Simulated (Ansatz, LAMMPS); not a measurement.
# Elastic response of amorphous SiO1.7 (154 atoms), part 3 of 3

How stiff is amorphous SiO1.7 (154 atoms)?

Ansatz 0.2.0; Kohn-Sham DFT, PBE, PAW (set soft_1), plane waves.

The cell: 57 Si and 97 O. The quench rate of 30 K/ps is many orders above laboratory rates. The network of bonds at the start is that of the classical potential that made the cell. Only the Γ point is sampled.

So far. Step 10 (Stretched by 1 % along x): The relaxation converged after 6 steps, 0.143 eV below its start, with a largest force component of 0.050 eV/Å. Step 10 (Stretched by 1 % along x): Stretched by 1 % along x: the energy stands 0.0821 eV above that of the reference, at a pressure of -0.714 GPa.

### 11. Compressed by 1 % along x

The relaxed cell is strained along x alone, which gives the stiffness along x and its coupling to y and z.

The input, input.yaml:

```yaml
crystal:
  lattice:
    - [13.00157, 0.08666, -0.03561]
    - [0.08579, 13.25498, 0.10092]
    - [-0.03525, 0.10092, 12.96616]
  atoms:
    [... the 154 atom lines of step 4 ...]
kpoints:
  mp_grid: { grid: [1, 1, 1] }
hamiltonian:
  xc: pbe
  pseudopotentials: { kind: paw, azcp: { folder: soft_1 } }
scf:
  occupations: { method: gaussian, width: 0.025 }
output:
  forces: true
  eigenvalues: true
  stress: true
relax:
  f_tol: 0.05
  max_steps: 70
```

On the command line:

```sh
$ ansatz run input.yaml --threads 4 --pin off --max-ram 15872MiB --backend cpu --events-out ev --progress --plain --runs-dir out
```

Numbers of over 12 decimals in the logs are rounded to 6 here.

The log of the run:

```text
[...]
Crystal: 154 atoms, lattice volume = 2234.284 Å³
Basis set: ecut = 420 eV, 43687 PW (Γ), exchange–correlation on 180×180×180 points (8 copies of the dense FFT grid, shifted against one another)
Bands: 559, of which v1, the nominal top of the filled ones, is band 405 counted from 1 (404 counted from 0)
Symmetry: 1 space group operations
[...]
k-points: 1
[...]
SCF iter   1: F=—  HF=-91481.861061 eV  |F-HF|=—  |Δ(HF+E_count)|=         —  Δρ=1.11e-1  dr2=2.68e2  ethr=3.10e-3  ⟨swp⟩=6.0  Hψ=2513  notcnv=0  defer=102
[...]
SCF iter  10: F=-91407.893189 eV  HF=-91407.893190 eV  |F-HF|=6.96e-7  |Δ(HF+E_count)|=   5.61e-7  Δρ=1.87e-5  dr2=9.59e-6  ethr=7.72e-9  ⟨swp⟩=18.0  Hψ=4223  notcnv=0
SCF 1 converged in 10 iterations: F = -91407.893189 eV  dr2 = 9.59e-6
[...]
relax step   1: F+E_penalty+E_count = -91407.89318926 eV  Δ(F+E_penalty+E_count) = +0.000e0 eV  max|allowed force component| = 5.561e-1 eV/Å  Δτ_max = 0.0000 Å  (10 SCF iters, dr2 threshold 6.25e-5 eV, accepted)
[...]
relax step   2: F+E_penalty+E_count = -91407.98184904 eV  Δ(F+E_penalty+E_count) = -8.866e-2 eV  max|allowed force component| = 3.134e-1 eV/Å  Δτ_max = 0.0441 Å  (6 SCF iters, dr2 threshold 1.93e-5 eV, accepted)
[...]
relax step   3: F+E_penalty+E_count = -91408.03081269 eV  Δ(F+E_penalty+E_count) = -4.896e-2 eV  max|allowed force component| = 1.236e-1 eV/Å  Δτ_max = 0.0379 Å  (6 SCF iters, dr2 threshold 6.14e-6 eV, accepted)
relax step   4: F+E_penalty+E_count = -91408.03847899 eV  Δ(F+E_penalty+E_count) = -7.666e-3 eV  max|allowed force component| = 1.019e-1 eV/Å  Δτ_max = 0.0262 Å  (8 SCF iters, accepted)
relax step   5: F+E_penalty+E_count = -91408.04408876 eV  Δ(F+E_penalty+E_count) = -5.610e-3 eV  max|allowed force component| = 8.146e-2 eV/Å  Δτ_max = 0.0097 Å  (7 SCF iters, accepted)
relax step   6: F+E_penalty+E_count = -91408.05073170 eV  Δ(F+E_penalty+E_count) = -6.643e-3 eV  max|allowed force component| = 6.527e-2 eV/Å  Δτ_max = 0.0204 Å  (6 SCF iters, dr2 threshold 4.24e-6 eV, accepted)
relax step   7: F+E_penalty+E_count = -91408.05360671 eV  Δ(F+E_penalty+E_count) = -2.875e-3 eV  max|allowed force component| = 5.346e-2 eV/Å  Δτ_max = 0.0153 Å  (6 SCF iters, dr2 threshold 2.72e-6 eV, accepted)
[...]
relax step   8: F+E_penalty+E_count = -91408.05707975 eV  Δ(F+E_penalty+E_count) = -3.473e-3 eV  max|allowed force component| = 3.552e-2 eV/Å  Δτ_max = 0.0256 Å  (8 SCF iters, accepted)
SCF converged after 8 iterations
Free energy (F): -91408.057080 eV
[...]
Internal energy: -91408.057048 eV  (E = F + TS)
E sigma→0 (E₀):  -91408.057064 eV
Entropy (-TS):   -0.000032 eV (-0.000 meV/atom)
Fermi energy:    5.485486 eV
[...]
--- Forces (eV/Å), atoms counted from 1 ---
  atom   1  Si     0.01643393     0.01012732    -0.00842836
  atom   2  Si    -0.03552274    -0.00788225    -0.01829292
  atom   3  Si     0.01429162    -0.00313879     0.01098179
  atom   4  Si    -0.00850726    -0.02283454    -0.00574817
  atom   5  Si     0.00293185     0.00910679     0.00484091
  atom   6  Si    -0.00662309     0.01723658    -0.01918935
  atom   7  Si     0.00745211    -0.00300284    -0.00121791
  atom   8  Si    -0.00451635     0.00011632     0.00310959
  atom   9  Si    -0.02017928     0.00355374    -0.01073541
  atom  10  Si     0.02512564     0.00341333    -0.02562389
  atom  11  Si     0.01320305     0.00280874    -0.01415815
  atom  12  Si    -0.00341057     0.00127550    -0.00019321
  atom  13  Si    -0.01781498    -0.02059198     0.01484341
  atom  14  Si     0.01075399    -0.01290499    -0.02483304
[...]
atom 153  O     -0.00392265    -0.00171344    -0.00548442
  atom 154  O      0.01027927    -0.00296607     0.01637613
  max |Σ_I F_I| component: 3.48e-5 eV/Å
--- Stress (GPa, compression-positive) ---
        0.973110       0.018318      -0.072231
        0.018317       0.111696       0.010874
       -0.072233       0.010876       0.143727
  P = ⅓ Tr σ = 0.4095 GPa (4.095 kbar)
--- Band table (eV) ---
[...]
--- Relaxed structure (8 steps of the walk, 8 accepted, 0 SCFs on fresh bases) ---
  F+E_penalty+E_count = -91408.05707975 eV   max|allowed force component| = 3.552e-2 eV/Å
  atoms:
    - { symbol: Si, position: [0.181636, 0.228852, 0.914899] }
    - { symbol: Si, position: [0.887435, 0.228468, 0.750822] }
    - { symbol: Si, position: [0.752494, 0.014689, 0.149293] }
    - { symbol: Si, position: [0.936094, 0.592465, 0.529055] }
[...]
- { symbol: O, position: [0.771445, 0.803336, 0.592430] }
```

It took 5 min on 4 threads of Arm Neoverse V2, shared host; peak memory 3.2 GiB; 19 min of CPU time.

The relaxation converged after 8 steps, 0.164 eV below its start, with a largest force component of 0.036 eV/Å.

Compressed by 1 % along x: the energy stands 0.0347 eV above that of the reference, at a pressure of 0.410 GPa.

### 12. Pressure against volume

Atoms are relaxed at each volume, in the scaled cell.

```
volume change (%)  volume (Å³/atom)  energy change (meV/atom)  pressure (GPa)  largest move on relaxing (Å)  bonds
              -10            13.189                     22.06            5.09                          0.58    206
               -6            13.776                      7.55            3.01                          0.39    205
               -3            14.215                      1.56            1.41                          0.19    205
               +0            14.655                      0.00           -0.13                             -    205
               +3            15.095                      2.28           -1.61                          0.12    205
               +6            15.534                      8.54           -2.97                          0.23    205
```

### 13. Uniaxial strain and shear

Stress (GPa, compression positive) less that of the relaxed cell, atoms relaxed:

```
                   strain      xx      yy      zz     xy  energy change (meV/atom)
 stretched by 1 % along x  -1.195  -0.280  -0.291  0.032                      0.53
compressed by 1 % along x   1.082   0.216   0.307  0.022                      0.23
```

### 14. What came out

The bulk modulus, from the slope of pressure against ln V over the three points nearest the relaxed volume, is 50.3 GPa; between neighbouring points the slope runs 48, 51, 50, 50 and 47 GPa from the smallest volume up, without a steady fall, so no pressure derivative is given. The count of bonds runs from 205 to 206 over the series, so at some points contacts cross the cutoffs. At -10 % some atom moved by over 0.5 Å on relaxing, so that point may sit in another local minimum. In the Cartesian axes of the cell, finite differences give C11 = 114, C12 = 24.8 and C13 = 29.9 GPa. The mean of C11, C12 and C13, which equals the bulk modulus in a cubic or isotropic solid, is 56.2 GPa: it lies 12 % over the bulk modulus from the volumes.

Caveats: Strains are finite and relaxations stop at the force tolerance of the input, which can leave moduli too stiff; they are those of a static cell at zero temperature. Volumes are changed with the cell's shape held, so in an anisotropic solid the modulus lies over the one under free hydrostatic load. The first relaxation stopped at its limit, so the strained cells go on relaxing towards a minimum that it hadn't reached. The program notes that the SCF threshold of the relaxations is loose for the stress.

The DFT runs together took 1.8 h of wall time.

[Logs are printed without paths, hosts, clocks, repeated set-up lines and the standing remarks that a program may print on its own settings, such as how far it seeks lower states.]

[Hosts, paths, dates, database ids (printed as entryN), source tags and the programs' standing remarks are cut or masked in the printed files.]
